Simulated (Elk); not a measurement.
**How the basis cutoff moves the magnetism of KMnS2**

Aim: see how far moments and order energies of KMnS2 move with the basis cutoff, and what each rung costs.

Program: Elk 11.2.3 (patched build). Level of theory: PBE with U = 3.20 eV on Mn d; all-electron APW+lo, Dirac cores, scalar-relativistic bands. Results are calculated unless marked as measured.

Most raw output is cut from this account.

## Step 1: Starting point

It takes space group I-4m2 (No. 119, tetragonal). The conventional cell has a = 3.834 Å, b = 3.834 Å, c = 13.402 Å, α = 90.00°, β = 90.00°, γ = 90.00°. Nearest to K lie 8 S at 3.40 Å. Nearest to Mn lie 4 S at 2.32 Å. Nearest to S lie 2 Mn at 2.32 Å and 4 K at 3.40 Å. invented: RbMnSe2 (I-4m2) with S for Se, K for Rb. Farther neighbours and most contacts between anions are not listed.

The cell is a made-up one and need not be a known phase.

## Step 2: Rung 1 (rgkmax 4.5), start ferro +

The ladder starts at a small basis and climbs, to see from where on the results stand still.

The last three numbers of an atom's line are a seed field in its sphere. It points against the wanted moment and shrinks by the factor reducebf each loop.

elk.in

```
tasks
  0

xctype
  20

rgkmax
  4.5

nempty
  5

swidth
  0.005

reducebf
  0.6

epsengy
  1e-05

maxscl
  100

lmaxi
  3

mixtype
  1

beta0
  0.1

gmaxvr
  10.0

spinpol
  .true.

sppath
  './'

avec
  -3.62266167269 3.62266167269 12.66285633987
  3.62266167269 -3.62266167269 12.66285633987
  3.62266167269 3.62266167269 -12.66285633987

atoms
  3
  'K.in'
  1
  0.0000000000 0.0000000000 0.0000000000   0.000000 0.000000 0.000000
  'Mn.in'
  1
  0.2500000000 0.7500000000 0.5000000000   0.000000 0.000000 -0.675000
  'S.in'
  2
  0.6525790000 0.6525790000 0.0000000000   0.000000 0.000000 0.000000
  0.3474210000 0.3474210000 0.0000000000   0.000000 0.000000 0.000000

ngridk
  8 8 8

dft+u
  1 1
  2 2 0.117598 0.000000
```

Command:

```sh
$ OMP_NUM_THREADS=4 elk
```

The job ended after 5.1 min (4 threads of Arm Neoverse V1, shared host; peak memory 0.35 GiB; 20 min of CPU time).

Spin moment in the muffin-tin sphere by atom:

```
atom  spin moment in the muffin-tin sphere (μB)
  K1                                       0.01
 Mn2                                       3.89
  S3                                      -0.11
  S4                                      -0.11
```

This step gave:

* magnetization: 4.001 μB
* final state: ferromagnetic

After 26 cycles the largest moment stands at 3.89 μB.

## Step 3: Rung 2 (rgkmax 5.5), start ferro +

Changes to elk.in since step 2:

```diff
@@ -7,3 +7,3 @@
 rgkmax
-  4.5
+  5.5
 
@@ -34,3 +34,3 @@
 gmaxvr
-  10.0
+  12.0
```

Command:

```sh
$ OMP_NUM_THREADS=4 elk
```

It took 5.4 min on 4 threads; peak memory 0.38 GiB; 21 min of CPU time.

Spin moment in the muffin-tin sphere by atom:

```
atom  spin moment in the muffin-tin sphere (μB)
  K1                                       0.00
 Mn2                                       3.99
  S3                                      -0.14
  S4                                      -0.14
```

This step gave:

| Quantity | Value |
| --- | --- |
| magnetization | 4.002 μB |
| final state | ferromagnetic |

The largest moment moves by +0.10 μB from rung 1, at 1.1 times its CPU time.

## Step 4: Rung 3 (rgkmax 6.5), start ferro +

Changes to elk.in since step 3:

```diff
@@ -7,3 +7,3 @@
 rgkmax
-  5.5
+  6.5
```

Command:

```sh
$ OMP_NUM_THREADS=4 elk
```

Elapsed: 6.5 min, on 4 threads; peak memory 0.39 GiB; 25 min of CPU time.

Numbers from this step:

| Quantity | Value |
| --- | --- |
| magnetization | 4.002 μB |
| final state | ferromagnetic |
| largest moment | 4.014 μB |

The largest moment moves by +0.02 μB from rung 2, at 1.2 times its CPU time.

## Step 5: Rung 4 (rgkmax 7.5), start ferro +

Changes to elk.in since step 4:

```diff
@@ -7,3 +7,3 @@
 rgkmax
-  6.5
+  7.5
 
@@ -34,3 +34,3 @@
 gmaxvr
-  12.0
+  14.0
```

Command:

```sh
$ OMP_NUM_THREADS=4 elk
```

Elapsed: 9 min, on 4 threads; peak memory 0.43 GiB; 35 min of CPU time.

This step gave:

```
magnetization  : 4.002 μB
final state    : ferromagnetic
largest moment : 4.024 μB
```

The largest moment moves by +0.01 μB from rung 3, at 1.4 times its CPU time.

## Step 6: Rung 5 (rgkmax 8.5), start ferro +

Changes to elk.in since step 5:

```diff
@@ -7,3 +7,3 @@
 rgkmax
-  7.5
+  8.5
 
@@ -34,3 +34,3 @@
 gmaxvr
-  14.0
+  16.0
```

Command:

```sh
$ OMP_NUM_THREADS=4 elk
```

The job ended after 11 min (4 threads; peak memory 0.48 GiB; 41 min of CPU time).

This step gave:

```yaml
magnetization: 4.002 μB
final_state: ferromagnetic
largest_moment: 4.027 μB
```

The largest moment is that of rung 4, at 1.2 times its CPU time.

## Step 7: Another try

An input with a fault is tried, to see how the program answers.

Changes to elk.in since step 2:

```diff
@@ -7,3 +7,3 @@
 rgkmax
-  4.5
+  high
 
@@ -32,5 +32,2 @@
   0.1
-
-gmaxvr
-  10.0
```

Command:

```sh
$ OMP_NUM_THREADS=4 elk
```

It took 0.01 s on 4 threads; peak memory 0.05 GiB.

The program refused the input before any cycle.

The program's message: “Error(readinput): error reading from elk.in”

The fault put into the input: a word for a number.

The value must be typed in digits.

## Step 8: Side by side

Ladder, by row:

```
rung  rgkmax  state from the first start  moment, first (μB)  CPU time (s)
   1     4.5               ferromagnetic               3.894          1175
   2     5.5               ferromagnetic                3.99          1244
   3     6.5               ferromagnetic               4.014          1513
   4     7.5               ferromagnetic               4.024          2077
   5     8.5               ferromagnetic               4.027          2468
```

## Step 9: What came out

```json
{
 "range of the moment in the table, first start": "3.89 to 4.03 μB",
 "range of CPU time": "20 min to 41 min",
 "first rung from which all stay within 0.03 μB of the last": "3"
}
```

What this shows: From rung 3 on the result stays within 0.013 μB of the last rung, inside the margin of 0.03 μB set for it, at 61 % of the last rung's cost. Only the parallel start was run, so no other order was compared. With a GGA and lmaxo under 10 this build's totals carry angular errors that reach some ten meV an atom in oxides, so smaller differences are in doubt.

[Logs and program files are shortened in this print: banners, set-up blocks, solver, clock and traceback lines can be left out without a mark of their own.]

[Logs are printed without paths, hosts, clocks, repeated set-up lines and the standing remarks that a program may print on its own settings, such as how far it seeks lower states.]

[Hosts, paths, dates, database ids (printed as entryN), source tags and the programs' standing remarks are cut or masked in the printed files.]

[Where a cell is said to come from a database of computed structures, the database is the Materials Project.]
